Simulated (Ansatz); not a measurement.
## What KSrH3 (model cell, started as cubic perovskite with Sr in the octahedra) distorts into

Wanted: the energy along a soft mode of KSrH3 (model cell, started as cubic perovskite with Sr in the octahedra) and the structure at the end.

Main program and level: Ansatz 0.2.0; DFT PBEsol, scalar-relativistic, plane waves, PAW; PAW set soft_1.

The structure was built from a prototype and need not be the compound's stable phase.

### Step 1. The starting structure

Symmetry: Pm-3m, No. 221, cubic system. The conventional cell has a = 4.721 Å, b = 4.721 Å, c = 4.721 Å, α = 90.00°, β = 90.00°, γ = 90.00°. K has 12 H at 3.34 Å nearest. Sr has 6 H at 2.36 Å nearest. H has 2 Sr at 2.36 Å nearest. Farther neighbours are not listed.

### Step 2. Response at finite wavevector

The cell comes from relaxations at this level that are not shown. Stability and thermal properties need the whole zone. Linear response on a 2×2×2 q mesh gives force constants as far as a supercell of that size would, and the tensors from the zone-centre run are typed in so that the long-range dipole term is interpolated apart.

Contents of input.yaml:

```yaml
crystal:
  lattice:
    - [4.7212170871, 0.0, 0.0]
    - [0.0, 4.7212170871, 0.0]
    - [0.0, 0.0, 4.7212170871]
  atoms:
    - { symbol: K, position: [0.0, 0.0, 0.0] }
    - { symbol: Sr, position: [0.5, 0.5, 0.5] }
    - { symbol: H, position: [0.5, 0.5, 0.0] }
    - { symbol: H, position: [0.5, 0.0, 0.5] }
    - { symbol: H, position: [0.0, 0.5, 0.5] }
kpoints:
  mp_grid: { grid: [4, 4, 4] }
hamiltonian:
  xc: pbesol
  pseudopotentials: { kind: paw, azcp: { folder: soft_1 }, xc_functional: pbe }
scf:
  occupations: { method: fixed }
output:
  eigenvalues: true
phonons:
  method: dfpt
  qmesh: [2, 2, 2]
  temperatures: { t_max: 1000, t_step: 50 }
  qpath:
    path:
      - [[0.0, 0.0, 0.0], [0.0, 0.5, 0.0], [0.5, 0.5, 0.0], [0.0, 0.0, 0.0], [0.5, 0.5, 0.5], [0.0, 0.5, 0.0]]
      - [[0.5, 0.5, 0.5], [0.5, 0.5, 0.0]]
    npoints: 10
  non_analytic_term:
    high_frequency_dielectric_tensor: [[3.1492, 0.0, 0.0], [0.0, 3.1492, 0.0], [0.0, 0.0, 3.1492]]
    born_effective_charges:
      - { species: K, tensor: [[1.1875, 0.0, 0.0], [0.0, 1.1875, 0.0], [0.0, 0.0, 1.1875]] }
      - { species: Sr, tensor: [[1.7231, 0.0, 0.0], [0.0, 1.7231, 0.0], [0.0, 0.0, 1.7231]] }
      - { species: H, tensor: [[-0.9111, 0.0, 0.0], [0.0, -0.9111, 0.0], [0.0, 0.0, -1.0884]] }
      - { species: H, tensor: [[-0.9111, 0.0, 0.0], [0.0, -1.0884, 0.0], [0.0, 0.0, -0.9111]] }
      - { species: H, tensor: [[-1.0884, 0.0, 0.0], [0.0, -0.9111, 0.0], [0.0, 0.0, -0.9111]] }
    source: "zone-centre run at this cell"
```

On the command line:

```sh
$ ansatz run input.yaml --threads 4 --pin off --max-ram 16384MiB --backend cpu --events-out ev --progress --plain --runs-dir out
```

Numbers of over 12 decimals in the logs are rounded to 6 here.

What it wrote:

```text
Engine: ansatz 0.2.0, aarch64-unknown-linux-gnu
Pseudopotentials: kind: paw
Pseudopotential: K, paw, valence charge 9, recommended cutoff 420 eV (normal), soft_1/K.paw.azcp
Pseudopotential: Sr, paw, valence charge 10, recommended cutoff 420 eV (normal), soft_1/Sr.paw.azcp
Pseudopotential: H, paw, valence charge 1, recommended cutoff 420 eV (normal), soft_1/H.paw.azcp
Functional definition: PBEsol
  exchange = pbesol_x
  correlation = pbesol_c
Crystal: 5 atoms, lattice volume = 105.235 Å³
Basis set: ecut = 420 eV, 2103 PW (Γ), exchange–correlation on 64×64×64 points (8 copies of the dense FFT grid, shifted against one another)
Bands: 16, of which v1, the nominal top of the filled ones, is band 11 counted from 1 (10 counted from 0)
Symmetry: 48 space group operations
k-points: 10 of 64
Non-local potential: K, projectors of the file, l = 0: 3, l = 1: 2, l = 2: 2
Non-local potential: Sr, projectors of the file, l = 0: 3, l = 1: 2, l = 2: 2
Non-local potential: H, projectors of the file, l = 0: 2, l = 1: 1
PAW form: soft (Blöchl's): semilocal exchange-correlation on the pseudo side does not see the compensation charge
PAW frozen core: K, regenerated for the run's functional, and the local potential with it (the file was generated under x = pbe(κ = 0.804, μ = 0.219515), c = pbe(β = 0.066725))
PAW frozen core: Sr, regenerated for the run's functional, and the local potential with it (the file was generated under x = pbe(κ = 0.804, μ = 0.219515), c = pbe(β = 0.066725))
PAW one-centre angular grid: K, 110 points (default); XC on 64 Gauss nodes
PAW one-centre angular grid: Sr, 110 points (default); XC on 64 Gauss nodes
PAW one-centre angular grid: H, 110 points (default); XC on 64 Gauss nodes
Initial density: superposition of atomic densities (chi_scale 0.1, normalization cell, long waves kept (reshape's long-wave potential 0.01 eV rms))
Initial wavefunctions: pseudopotential atomic-orbital guess
Functional: x = pbesol(κ = 0.804, μ = 0.123457), c = pbesol(β = 0.046)
SCF iter   1: F=—  HF=-5057.807194 eV  |F-HF|=—  |Δ(HF+E_count)|=         —  Δρ=4.70e-2  dr2=3.20e0  ethr=3.10e-3  ⟨swp⟩=6.1  Hψ=843  notcnv=0  defer=12
preconditioner: auto → Resta (q_TF=auto, 2.102 Å⁻¹)  ε∞=2.1  [insulator: Δε(μ)=3.623 eV  Ē_g=14.570 eV  n_scr=18 (ndim 8)  ℏωp=15.4 eV  f_vac=0.000  ε∞_Penn≈2.1]
SCF iter   2: F=—  HF=-5056.855991 eV  |F-HF|=—  |Δ(HF+E_count)|=   9.51e-1  Δρ=1.70e-2  dr2=5.70e-1  ethr=3.10e-3  ⟨swp⟩=2.4  Hψ=308  notcnv=0  defer=22
SCF iter   3: F=—  HF=-5056.696863 eV  |F-HF|=—  |Δ(HF+E_count)|=   1.59e-1  Δρ=3.71e-3  dr2=1.38e-2  ethr=2.59e-3  ⟨swp⟩=2.8  Hψ=229  notcnv=0  defer=23
SCF iter   4: F=—  HF=-5056.700433 eV  |F-HF|=—  |Δ(HF+E_count)|=   3.57e-3  Δρ=3.87e-4  dr2=3.09e-4  ethr=6.28e-5  ⟨swp⟩=3.4  Hψ=239  notcnv=0  defer=23
SCF iter   5: F=—  HF=-5056.700583 eV  |F-HF|=—  |Δ(HF+E_count)|=   1.50e-4  Δρ=9.76e-5  dr2=5.92e-6  ethr=1.41e-6  ⟨swp⟩=2.5  Hψ=271  notcnv=0  defer=24
SCF iter   6: F=—  HF=-5056.700587 eV  |F-HF|=—  |Δ(HF+E_count)|=   3.96e-6  Δρ=1.79e-5  dr2=2.52e-7  ethr=2.69e-8  ⟨swp⟩=2.1  Hψ=256  notcnv=0  defer=22
SCF iter   7: F=—  HF=-5056.700584 eV  |F-HF|=—  |Δ(HF+E_count)|=   2.96e-6  Δρ=1.92e-6  dr2=5.31e-9  ethr=1.15e-9  ⟨swp⟩=2.0  Hψ=254  notcnv=0  defer=19
SCF iter   8: F=—  HF=-5056.700584 eV  |F-HF|=—  |Δ(HF+E_count)|=   4.26e-9  Δρ=3.54e-7  dr2=1.36e-10  ethr=2.41e-11  ⟨swp⟩=2.2  Hψ=260  notcnv=0  defer=19
SCF iter   9: F=-5056.700584 eV  HF=-5056.700584 eV  |F-HF|=1.82e-12  |Δ(HF+E_count)|=  2.72e-10  Δρ=6.08e-8  dr2=3.84e-12  ethr=1.00e-12  ⟨swp⟩=15.8  Hψ=1411  notcnv=0
SCF 1 converged in 9 iterations: F = -5056.700584 eV  dr2 = 3.84e-12
  greatest PAW one-centre occupation: 0.987 electrons in one spin orbital (limit 2), on the Sr atom at site 1 (counted from 0), in its partial waves of l = 0
NSCF: frozen V_eff on 10 k-points
NSCF: frozen V_eff on 27 k-points
DFPT response loops at q = (0, 0, 0) (fractional): preconditioner auto → none (the input reference at scf.mixing.eps_inf says where Resta's filter doesn't serve); β = 0.50; Broyden in place of MSR1
NSCF: frozen V_eff on 54 k-points
DFPT response loops at q = (0, 0, -0.5) (fractional): preconditioner auto → Resta (q_TF=auto, 2.102 Å⁻¹)  ε∞=4.9 (no band partly filled); β = 1.00, the filter's whole step (`scf.mixing.beta` (0.50) is not read by the response loops at its default; to damp them type it under 1.00, their step now; it binds the ground state too); Broyden in place of MSR1
NSCF: frozen V_eff on 54 k-points
DFPT response loops at q = (0, -0.5, -0.5) (fractional): mixed as the last ones told, above
NSCF: frozen V_eff on 54 k-points
DFPT response loops at q = (-0.5, -0.5, -0.5) (fractional): mixed as the last ones told, above
SCF converged after 9 iterations
Free energy (F): -5056.700584 eV
Harris-Foulkes:  -5056.700584 eV  (|F-HF|=1.82e-12)
Internal energy: -5056.700584 eV  (E = F + TS)
E sigma→0 (E₀):  -5056.700584 eV
Fermi energy:    1.761709 eV
--- Per-component energies (eV) ---
  E_band       = -257.269241
  E_kinetic    = 525.715024
  E_local      = -1430.003140  (includes V_loc(G=0)·N_el)
  E_nonlocal   = 249.913890
  E_hartree    = 412.329186
  E_xc         = -332.909073
  E_vxc        = -352.562312  (∫ρ·V_xc dr)
  E_paw        = -3403.635335  (= ΣΔE_a)
  E_vpaw       = -74.988354  (= ΣTr[D̂ρ^β])
  E_aug_tail   = -0.002737  (compensation charges beyond the density's cutoff)
  E_ewald      = -1078.350632
  E_core_change = 0.242233  (= ΣΔE_core)
  E_smearing   = -0.000000  (= −TS)
  E_closure    = 0.000000  (closes the sum)
  Σ components = -5056.700584   (vs F -5056.700584, Δ=0.00e0)
--- Band table (eV; the first three rows and the last of 10) ---
  k-point 0: bands = [... 7 lower, -11.1509, -0.9675, 1.0192, 1.0192, 8.0876, 8.0876, 8.0876, 8.5434, ... 1 higher]
  k-point 1: bands = [... 7 lower, -11.1513, -0.5702, 1.1063, 1.1643, 7.0747, 7.5041, 7.5041, 7.8796, ... 1 higher]
  k-point 2: bands = [... 7 lower, -11.1517, -0.0571, 1.1933, 1.1997, 6.9701, 7.1325, 7.1325, 7.2774, ... 1 higher]
  k-point 9: bands = [... 7 lower, -11.1834, 1.7617, 1.7617, 1.7617, 5.2404, 5.2404, 5.2404, 7.7093, ... 1 higher]
--- Phonons (Γ-DFPT): 4 representative perturbations + reference (Σ response iterations 14) ---
  ASR residual: 1.878e-4 → 0.000e0 eV/Å²; symmetrization residual: 3.652e-7 eV/Å²
  ASR residual per site (eV/Å²): 5.03e-5 1.88e-4 1.94e-5 1.94e-5 1.94e-5
  Γ frequencies (cm⁻¹): -178.36 -178.36 -178.36 -116.24 -116.24 -116.24 0.00 0.00 0.00 218.03 218.03 218.03 1148.75 1148.75 1148.75
--- Phonons (arbitrary-q DFPT): 4 irreducible q on the 2×2×2 mesh ---
  q = [0.0000, 0.0000, 0.0000] (star 1, of the zone-centre solve; hermiticity 1.29e-7, symmetrization 2.06e-13): -178.36 -178.36 -178.36 -116.24 -116.24 -116.24 -0.00 -0.00 -0.00 218.03 218.03 218.03 1148.75 1148.75 1148.75
  q = [0.0000, 0.0000, -0.5000] (star 3, 9 solved perturbations in 216 linear systems a pass and spin channel, the states on 27 of 64 k-point pairs; hermiticity 1.06e-7, symmetrization 2.22e-9): -109.31 -109.31 -55.65 -55.65 95.81 116.67 123.08 123.08 159.26 240.98 240.98 549.14 1147.81 1147.81 1264.10
  q = [0.0000, -0.5000, -0.5000] (star 3, 9 solved perturbations in 216 linear systems a pass and spin channel, the states on 27 of 64 k-point pairs; hermiticity 1.34e-7, symmetrization 3.09e-9): -345.46 -96.86 -96.86 41.36 72.85 115.37 115.37 234.88 234.88 340.08 340.08 575.87 1146.85 1189.42 1287.19
  q = [-0.5000, -0.5000, -0.5000] (star 1, 4 solved perturbations in 81 linear systems a pass and spin channel, the states on 27 of 64 k-point pairs; hermiticity 7.64e-8, symmetrization 1.84e-9): -353.77 -353.77 -353.77 -52.01 -52.01 -52.01 140.52 140.52 140.52 528.93 528.93 528.93 1188.88 1188.88 1303.22
  sum rule: each row above includes the acoustic sum rule's correction from the zone centre's row sums; it moved no ω² by more than (2.29 cm⁻¹)²
  mesh force constants: q→R imaginary residual 8.07e-18; ASR residual 1.878e-4 → 0.000e0 eV/Å²; symmetrization residual 3.553e-15 eV/Å²
  interpolated dispersion: 63 rows × 15 modes
  density of states and harmonic sums: on the 14×14×14 q-mesh, interpolated from the force constants of a 2×2×2 supercell (with the dipole–dipole term of supplied tensors)
  largest difference from the sums on the solved wave vectors: F 4.00e-2 eV, S 6.19e-5 and C_V 3.22e-5 eV/K
  zero-point energy: 0.328098 eV/cell   skipped modes (ω ≤ 0): 564, of them read as no rigid motion or as one in doubt: 561 (4.667e0 modes/cell left out, lowest -353.77 cm⁻¹)   left out of the sums: 3.11e-1 of the cell's modes: C_V's classical limit lies that fraction below 3 k_B per atom; for a crystal, a wire or a layer, F and S can be off by more, and a phonons.interpolated_qmesh denser along its periods is the remedy for the sampling
```

The job ended after 28 s (4 threads of Arm Neoverse V1, shared host; peak memory 0.52 GiB).

The column dr2 measures how far the density is from self-consistency, as an energy; F and HF (Harris–Foulkes) agree once it is small.

A gap read on the k-mesh alone can miss the band edges.

This step gave:

```yaml
gap_on_the_k_mesh: 2.524 eV
volume_per_atom: 21.05 Å³
sum_rule_residual_before_enforcement: 1.88e-4 eV/Å²
lowest_frequency_on_the_path: -353.8 cm⁻¹
point_group: m-3m
highest_frequency_on_the_path_or_at_a_solved_wavevector: 1303 cm⁻¹
highest_optical_mode_at_the_zone_centre_no_lo_to_term: 1149 cm⁻¹
lowest_optical_zone_centre_mode: -178.4 cm⁻¹
lowest_mode_on_the_q_mesh_acoustic_modes_at_gamma_apart: -353.8 cm⁻¹
```

Frequencies (cm⁻¹) solved at each irreducible wavevector; negative means imaginary. Frequencies by wavevector, by row:

```
q in reciprocal lattice units  star  mode 1  mode 2  mode 3  mode 4  mode 13  mode 14  mode 15
                        0 0 0     1  -178.4  -178.4  -178.4  -116.2     1149     1149     1149
                     0 0 -0.5     3  -109.3  -109.3   -55.6   -55.6     1148     1148     1264
                  0 -0.5 -0.5     3  -345.5   -96.9   -96.9    41.4     1147     1189     1287
               -0.5 -0.5 -0.5     1  -353.8  -353.8  -353.8     -52     1189     1189     1303
```

Interpolated from a 2×2×2 q mesh, with the LO-TO term (at Γ the limit along the path; where Γ stands inside the path, tables give the limit on arrival). Phonon branches along the path, in cm⁻¹:

| point | branch 1 | branch 2 | branch 3 | branch 4 | branch 12 | branch 13 | branch 14 | branch 15 |
| --- | --- | --- | --- | --- | --- | --- | --- | --- |
| Γ | -178 | -178 | -178 | -116 | 514 | 1149 | 1149 | 1229 |
| halfway | -130 | -130 | -80 | -80 | 532 | 1148 | 1148 | 1246 |
| X | -109 | -109 | -56 | -56 | 549 | 1148 | 1148 | 1264 |
| halfway | -266 | -93 | -70 | -27 | 564 | 1147 | 1174 | 1271 |
| M | -346 | -97 | -97 | 41 | 576 | 1147 | 1189 | 1287 |
| halfway | -234 | -100 | -70 | -44 | 549 | 1148 | 1168 | 1253 |
| Γ | -178 | -178 | -178 | -116 | 514 | 1149 | 1149 | 1229 |
| halfway | -247 | -215 | -215 | -42 | 546 | 1168 | 1168 | 1260 |
| R | -354 | -354 | -354 | -52 | 529 | 1189 | 1189 | 1303 |
| halfway | -278 | -251 | -223 | -47 | 553 | 1169 | 1177 | 1278 |
| X | -109 | -109 | -56 | -56 | 549 | 1148 | 1148 | 1264 |
| jump to R | -354 | -354 | -354 | -52 | 529 | 1189 | 1189 | 1303 |
| halfway | -350 | -267 | -267 | -48 | 552 | 1172 | 1189 | 1292 |
| M | -346 | -97 | -97 | 41 | 576 | 1147 | 1189 | 1287 |

Symmetry leaves 4 wavevectors to solve. The lowest mode among them, the acoustic zeros apart, lies at q = (-0.5, -0.5, -0.5) and is imaginary, 353.8i cm⁻¹, so the energy falls along it.

### Step 3. The mode frozen in, largest atomic shift 0 Å

The mode followed lies at q = (-0.5, -0.5, -0.5) with frequency 353.8i cm⁻¹ and is 3-fold degenerate, the softest among the wavevectors solved. At small amplitude the distorted cell has space group no. 74 by a symmetry search on the positions. The undistorted cell that holds it gives the zero of energy on the same k mesh.

System of this step: KSrH3 (model cell, started as cubic perovskite with Sr in the octahedra). Symmetry: Pm-3m, No. 221, cubic system. Conventional cell: a = 4.721 Å, b = 4.721 Å, c = 4.721 Å, α = 90.00°, β = 90.00°, γ = 90.00°. Nearest to K lie 12 H at 3.34 Å. Nearest to Sr lie 6 H at 2.36 Å. H has 2 Sr at 2.36 Å nearest. Farther neighbours are not listed.

Contents of input.yaml:

```yaml
crystal:
  lattice:
    - [4.7212170871, 4.7212170871, 0.0]
    - [4.7212170871, 0.0, 4.7212170871]
    - [4.7212170871, 0.0, -4.7212170871]
  atoms:
    - { symbol: K, position: [0.0, 0.5, 0.5] }
    - { symbol: K, position: [0.0, 0.0, 0.0] }
    - { symbol: Sr, position: [0.5, 0.25, 0.75] }
    - { symbol: Sr, position: [0.5, 0.75, 0.25] }
    - { symbol: H, position: [0.5, 0.5, 0.5] }
    - { symbol: H, position: [0.5, 0.0, 0.0] }
    - { symbol: H, position: [0.0, 0.0, 0.5] }
    - { symbol: H, position: [0.0, 0.5, 0.0] }
    - { symbol: H, position: [0.5, 0.5, 0.0] }
    - { symbol: H, position: [0.5, 0.0, 0.5] }
kpoints:
  mp_grid: { grid: [4, 4, 4] }
hamiltonian:
  xc: pbesol
  pseudopotentials: { kind: paw, azcp: { folder: soft_1 }, xc_functional: pbe }
scf:
  occupations: { method: gaussian, width: 0.02 }
output:
  forces: true
  stress: true
  eigenvalues: true
```

What it wrote:

```text
[...]
Crystal: 10 atoms, lattice volume = 210.471 Å³
Basis set: ecut = 420 eV, 4111 PW (Γ), exchange–correlation on 90×90×90 points (8 copies of the dense FFT grid, shifted against one another)
Bands: 32, of which v1, the nominal top of the filled ones, is band 22 counted from 1 (21 counted from 0)
Symmetry: 96 space group operations
[...]
k-points: 8 of 64
[...]
k-point 0: bands = [... 18 lower, 1.0198, 1.7623, 1.7623, 1.7623, 5.2408, 5.2408, 5.2408, 7.7099, ... 3 higher]
  k-point 1: bands = [... 18 lower, 1.1305, 1.2347, 1.6531, 1.6531, 5.1215, 5.4937, 5.4937, 6.8074, ... 3 higher]
  k-point 2: bands = [... 18 lower, 1.3929, 1.3929, 1.3929, 1.3929, 5.5024, 5.5024, 6.2461, 6.2461, ... 3 higher]
  k-point 7: bands = [... 18 lower, 1.3674, 1.3674, 1.4076, 1.4076, 5.1495, 5.1495, 6.8908, 6.8908, ... 3 higher]
[key lines of the parts left out:]
SCF converged after 7 iterations
Free energy (F): -10113.401605 eV
Fermi energy:    3.023898 eV
P = ⅓ Tr σ = -0.0085 GPa (-0.085 kbar)
```

Elapsed: 1.3 s, on 4 threads; peak memory 0.5 GiB.

This step gave:

- pressure: -0.008459 GPa
- gap on the k-mesh: 2.523 eV
- energy from the undistorted cell: 0 meV/atom

At this level the gap is 2.52 eV on the k-mesh of the self-consistent run, which can miss the band edges.

### Step 4. The mode frozen in, largest atomic shift 0.6 Å

The atoms are moved along the unstable eigenvector, the largest shift by 0.6 Å, with the cell fixed.

input.yaml, the sections that differ from step 3:

```yaml
crystal:
  lattice:
    - [4.7212170871, 4.7212170871, 0.0]
    - [4.7212170871, 0.0, 4.7212170871]
    - [4.7212170871, 0.0, -4.7212170871]
  atoms:
    - { symbol: K, position: [0.0, 0.5, 0.5] }
    - { symbol: K, position: [0.0, 0.0, 0.0] }
    - { symbol: Sr, position: [0.5, 0.25, 0.75] }
    - { symbol: Sr, position: [0.5, 0.75, 0.25] }
    - { symbol: H, position: [0.4101367167, 0.5898632833, 0.5898632833] }
    - { symbol: H, position: [0.5898632833, -0.0898632833, -0.0898632833] }
    - { symbol: H, position: [0.0, 0.0449316417, 0.4550683583] }
    - { symbol: H, position: [0.0, 0.4550683583, 0.0449316417] }
    - { symbol: H, position: [0.5, 0.4550683583, 0.0449316417] }
    - { symbol: H, position: [0.5, 0.0449316417, 0.4550683583] }
# kpoints, hamiltonian, scf, output: as in step 3
```

What it wrote:

```text
[...]
Crystal: 10 atoms, lattice volume = 210.471 Å³
Basis set: ecut = 420 eV, 4111 PW (Γ), exchange–correlation on 90×90×90 points (8 copies of the dense FFT grid, shifted against one another)
Bands: 32, of which v1, the nominal top of the filled ones, is band 22 counted from 1 (21 counted from 0)
Symmetry: 8 space group operations
[...]
k-points: 18 of 64
[...]
k-point 0: bands = [... 18 lower, 1.0128, 1.6988, 1.7523, 1.7552, 5.2295, 5.2337, 5.2355, 7.6381, ... 5 higher]
  k-point 1: bands = [... 18 lower, 1.0750, 1.2611, 1.6278, 1.6422, 5.1576, 5.4569, 5.4613, 6.8254, ... 5 higher]
  k-point 2: bands = [... 18 lower, 1.2784, 1.2872, 1.4251, 1.4399, 5.5219, 5.5490, 5.9539, 6.0332, ... 5 higher]
  k-point 17: bands = [... 18 lower, 1.1689, 1.1689, 1.4767, 1.4767, 5.3639, 5.3639, 6.7989, 6.7989, ... 5 higher]
[key lines of the parts left out:]
SCF converged after 7 iterations
Free energy (F): -10113.610815 eV
Fermi energy:    3.020465 eV
P = ⅓ Tr σ = -0.5554 GPa (-5.554 kbar)
```

It took 2.4 s on 4 threads; peak memory 0.55 GiB.

This step gave:

| Quantity | Value |
| --- | --- |
| pressure | -0.5554 GPa |
| gap on the k-mesh | 2.530 eV |
| energy from the undistorted cell | -20.92 meV/atom |

The energy, extrapolated to zero smearing, is -20.92 meV/atom against the undistorted cell.

The run ends at a pressure of -0.56 GPa, with forces up to 0.100 eV/Å.

### Step 5. Energy along the mode, all amplitudes (two of the runs are shown above)

An imaginary frequency means negative curvature, so the energy should fall and then rise again as anharmonic terms take over.

Numbers from this step:

```yaml
depth_at_the_lowest_point_sampled: 20.92 meV/atom
largest_atomic_shift_at_that_point: 0.6 Å
```

The energy from the parent by largest atomic shift:

```csv
largest atomic shift (Å),energy from the parent (meV/atom)
0.000,0
0.040,-0.148
0.080,-0.589
0.140,-1.78
0.220,-4.25
0.320,-8.45
0.450,-14.7
0.600,-20.9
```

Displacement at unit largest shift by atom:

```
atom   x (Å)   y (Å)   z (Å)   size
  K1   0.000   0.000   0.000  0.000
  K2   0.000   0.000   0.000  0.000
 Sr3   0.000   0.000   0.000  0.000
 Sr4   0.000   0.000   0.000  0.000
  H5   0.707  -0.707   0.000  1.000
  H6  -0.707   0.707   0.000  1.000
  H7   0.000   0.000   0.707  0.707
  H8   0.000   0.000  -0.707  0.707
  H9   0.000   0.000  -0.707  0.707
 H10   0.000   0.000   0.707  0.707
```

The lowest of the steps tried is the last one, at 0.6 Å, 20.9 meV/atom below the parent; the bottom of the well need not coincide with a step.

(Part 1 of 3 ends here.)

[Logs are printed without paths, hosts, clocks, repeated set-up lines and the standing remarks that a program may print on its own settings, such as how far it seeks lower states.]

[Hosts, paths, dates, database ids (printed as entryN), source tags and the programs' standing remarks are cut or masked in the printed files.]
